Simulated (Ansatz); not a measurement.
# How TiAl3 absorbs and reflects light, part 2 of 2

What colour and refractive index does TiAl3 have at this level of theory?

Ansatz 0.2.0; DFT, PBE, plane-wave PAW, default files, scalar-relativistic, independent-particle optical response without local fields.

So far. Step 2 (Ground state and bands): There are states at the Fermi level within the smearing, so the occupations stay smeared and the carriers get a Drude term. The cell is left with a pressure of 2.1 GPa, as it stands unrelaxed at this level.

**3. Spectrum (continued)**

The Im ε has structure finer than the step of the table below, so its rows give means over 1 eV. Peaks (eV: height): E ∥ x or y 2.2: 34.0, 3.1: 28.1, 4.4: 25.6; E ∥ z 1.6: 35.3, 4.6: 31.4.

Table of Im ε by photon energy; means over each step:

| photon energy (eV) | E ∥ x or y | E ∥ z |
| --- | --- | --- |
| 1 | 21.0 | 18.6 |
| 2 | 24.4 | 30.6 |
| 3 | 24.4 | 19.4 |
| 4 | 21.7 | 19.8 |
| 5 | 14.0 | 19.5 |
| 6 | 5.09 | 5.46 |
| 7 | 2.23 | 1.73 |
| 8 | 1.17 | 0.980 |
| 9 | 0.737 | 0.622 |
| 10 | 0.462 | 0.396 |
| 11 | 0.280 | 0.297 |
| 12 | 0.213 | 0.221 |
| 13 | 0.160 | 0.150 |
| 14 | 0.126 | 0.134 |
| 15 | 0.118 | 0.109 |
| 16 | 0.113 | 0.0879 |
| 17 | 0.0965 | 0.0693 |
| 18 | 0.0877 | 0.0644 |
| 19 | 0.0796 | 0.0529 |

Table of Re ε by photon energy:

| photon energy (eV) | E ∥ x or y | E ∥ z |
| --- | --- | --- |
| 1 | 2.24 | 15.1 |
| 2 | 22.1 | 8.76 |
| 3 | 5.75 | -2.47 |
| 4 | -2.61 | 7.08 |
| 5 | -12.6 | -15.7 |
| 6 | -9.67 | -11.9 |
| 7 | -6.40 | -6.59 |
| 8 | -4.12 | -4.25 |
| 9 | -2.86 | -2.95 |
| 10 | -2.07 | -2.05 |
| 11 | -1.42 | -1.42 |
| 12 | -0.973 | -1.03 |
| 13 | -0.631 | -0.651 |
| 14 | -0.358 | -0.404 |
| 15 | -0.151 | -0.186 |
| 16 | 0.00702 | -0.0264 |
| 17 | 0.134 | 0.113 |
| 18 | 0.242 | 0.229 |
| 19 | 0.331 | 0.326 |
| 20 | 0.418 | 0.418 |

The reflectivity at normal incidence by photon energy; read off at these points:

| photon energy (eV) | E ∥ x or y (%) | E ∥ z (%) |
| --- | --- | --- |
| 0.50 | 83.6 | 81.3 |
| 1.00 | 49.0 | 40.0 |
| 1.50 | 45.9 | 57.7 |
| 2.00 | 54.4 | 58.9 |
| 2.50 | 54.9 | 54.5 |
| 3.00 | 55.0 | 55.8 |
| 3.50 | 55.5 | 43.4 |
| 4.00 | 57.4 | 46.7 |
| 4.50 | 66.0 | 60.4 |
| 5.00 | 69.7 | 71.6 |
| 5.50 | 74.4 | 74.1 |
| 6.00 | 78.0 | 82.8 |
| 6.50 | 78.5 | 84.8 |
| 6.80 | 78.2 | 84.9 |
| 7.00 | 80.2 | 84.7 |
| 7.50 | 80.8 | 84.2 |
| 8.00 | 80.6 | 84.1 |
| 8.50 | 80.8 | 83.8 |
| 9.00 | 80.1 | 83.6 |
| 9.50 | 81.2 | 84.0 |
| 10.00 | 81.2 | 83.4 |
| 10.50 | 82.6 | 82.7 |
| 10.90 | 83.5 | 82.5 |
| 11.00 | 83.4 | 81.9 |
| 11.50 | 81.5 | 80.5 |
| 12.00 | 80.5 | 80.2 |
| 12.50 | 79.7 | 82.5 |
| 13.00 | 78.1 | 79.8 |
| 13.50 | 77.8 | 77.6 |
| 14.00 | 73.8 | 73.8 |
| 14.50 | 68.0 | 72.5 |
| 15.00 | 62.1 | 66.7 |
| 15.50 | 49.5 | 61.8 |
| 16.00 | 38.5 | 50.5 |
| 16.50 | 28.0 | 35.8 |
| 17.00 | 20.3 | 23.7 |
| 17.50 | 14.7 | 16.2 |
| 18.00 | 11.4 | 12.3 |
| 18.50 | 8.75 | 9.51 |
| 19.00 | 7.27 | 7.45 |
| 19.50 | 5.82 | 5.79 |
| 20.00 | 4.65 | 4.63 |

Values under 1 per cm are given as 1. Absorption coefficient against photon energy:

| photon energy (eV) | E ∥ x or y (1/cm) | E ∥ z (1/cm) |
| --- | --- | --- |
| 1.00 | 2.8e5 | 1.2e5 |
| 2.00 | 5.2e5 | 7.4e5 |
| 3.00 | 9.9e5 | 1.0e6 |
| 4.00 | 1.4e6 | 9.8e5 |
| 5.00 | 2.0e6 | 2.3e6 |
| 6.00 | 1.9e6 | 2.1e6 |
| 7.00 | 1.8e6 | 1.8e6 |
| 8.00 | 1.7e6 | 1.7e6 |
| 9.00 | 1.6e6 | 1.6e6 |
| 10.00 | 1.5e6 | 1.5e6 |
| 11.00 | 1.3e6 | 1.3e6 |
| 12.00 | 1.2e6 | 1.2e6 |
| 13.00 | 1.1e6 | 1.1e6 |
| 14.00 | 8.6e5 | 9.1e5 |
| 15.00 | 6.3e5 | 6.8e5 |
| 16.00 | 3.8e5 | 3.9e5 |
| 17.00 | 2.1e5 | 1.6e5 |
| 18.00 | 1.6e5 | 1.2e5 |
| 19.00 | 1.3e5 | 84950 |
| 20.00 | 1.1e5 | 75745 |

Refractive index n and extinction k against photon energy:

| photon energy (eV) | n, E ∥ x or y | k, E ∥ x or y | n, E ∥ z | k, E ∥ z |
| --- | --- | --- | --- | --- |
| 1 | 3.12 | 2.74 | 4.07 | 1.20 |
| 2 | 5.35 | 2.57 | 4.69 | 3.64 |
| 3 | 4.04 | 3.25 | 2.94 | 3.33 |
| 4 | 3.12 | 3.51 | 3.60 | 2.42 |
| 5 | 1.78 | 3.97 | 2.13 | 4.50 |
| 6 | 0.726 | 3.19 | 0.646 | 3.51 |
| 7 | 0.426 | 2.57 | 0.323 | 2.59 |
| 8 | 0.283 | 2.05 | 0.231 | 2.07 |
| 9 | 0.218 | 1.71 | 0.179 | 1.73 |
| 10 | 0.162 | 1.45 | 0.140 | 1.44 |
| 11 | 0.111 | 1.20 | 0.122 | 1.20 |
| 12 | 0.108 | 0.992 | 0.113 | 1.02 |
| 13 | 0.102 | 0.801 | 0.0936 | 0.812 |
| 14 | 0.104 | 0.608 | 0.108 | 0.645 |
| 15 | 0.139 | 0.413 | 0.121 | 0.448 |
| 16 | 0.247 | 0.233 | 0.180 | 0.242 |
| 17 | 0.385 | 0.120 | 0.348 | 0.0934 |
| 18 | 0.500 | 0.0874 | 0.483 | 0.0674 |
| 19 | 0.579 | 0.0676 | 0.573 | 0.0441 |
| 20 | 0.648 | 0.0537 | 0.647 | 0.0374 |

Optical constants at common wavelengths, from n + ik = √ε:

| wavelength (nm) | n xy | k xy | R (%) xy | 1/α xy | n z | k z | R (%) z | 1/α z |
| --- | --- | --- | --- | --- | --- | --- | --- | --- |
| 1550 | 2.99 | 4.149 | 63.9 | 30 nm | 2.45 | 2.611 | 47.6 | 47 nm |
| 633 | 5.34 | 2.324 | 53.2 | 22 nm | 4.71 | 3.517 | 58.1 | 14 nm |
| 450 | 3.79 | 2.988 | 52.4 | 12 nm | 3.40 | 3.472 | 56.7 | 10 nm |
| 405 | 4.01 | 3.421 | 56.4 | 9.4 nm | 2.83 | 3.261 | 55.3 | 9.9 nm |
| 308 | 3.07 | 3.509 | 57.5 | 7.0 nm | 3.66 | 2.443 | 47.1 | 10 nm |
| 248 | 1.78 | 3.967 | 69.7 | 5.0 nm | 2.14 | 4.495 | 71.6 | 4.4 nm |
| 193 | 0.58 | 2.865 | 78.4 | 5.4 nm | 0.44 | 3.052 | 84.7 | 5.0 nm |

In reflection the computed colour is light grey: x = 0.315, y = 0.335, luminous reflectivity 57 %.

**4. Summary of results**

* gap on the path: 0 eV
* main peak of the optical conductivity above 1 eV, first axis: 4.39 eV
* Drude plasma energy, first axis: 4.34 eV
* centre of weight of the strongest loss peak in the window, first axis: 16.0 eV

At this level (PBE, independent particles) TiAl3 is a metal with a Drude plasma energy of 4.3 eV along x, 4.3 eV along y and 4.0 eV along z; it reflects 59 % at 550 nm. Along x the bare Drude plasma energy is 4.3 eV; Re ε first rises through zero at 0.96 eV, far lower, because interband transitions screen the carriers. Im ε is 18 there, so the loss peak at that energy is weak. The strongest loss structure up to 20 eV has its centre of weight at 16.0 eV; a free-electron gas of the 15.8 electrons in the f-sum would put its plasmon at 18.6 eV. In reflection the computed colour is light grey: x = 0.315, y = 0.335, luminous reflectivity 57 %. In the base run ε includes the program's bounded estimate of what the bands above those summed add. The carriers' damping of 0.03 eV is typed, not computed; at 0.8 eV the carriers give 4 % of Im ε, the rest is interband. The Fermi-Dirac width of 0.05 eV acts as an electron temperature of 580 K in the carriers' term.

[Hosts, paths, dates, database ids (printed as entryN), source tags and the programs' standing remarks are cut or masked in the printed files.]

[Where the starting crystal was built by hand or by swapping elements, it need not be the compound's stable phase.]

[The count of steps not shown may lack steps that the program refused or didn't finish.]
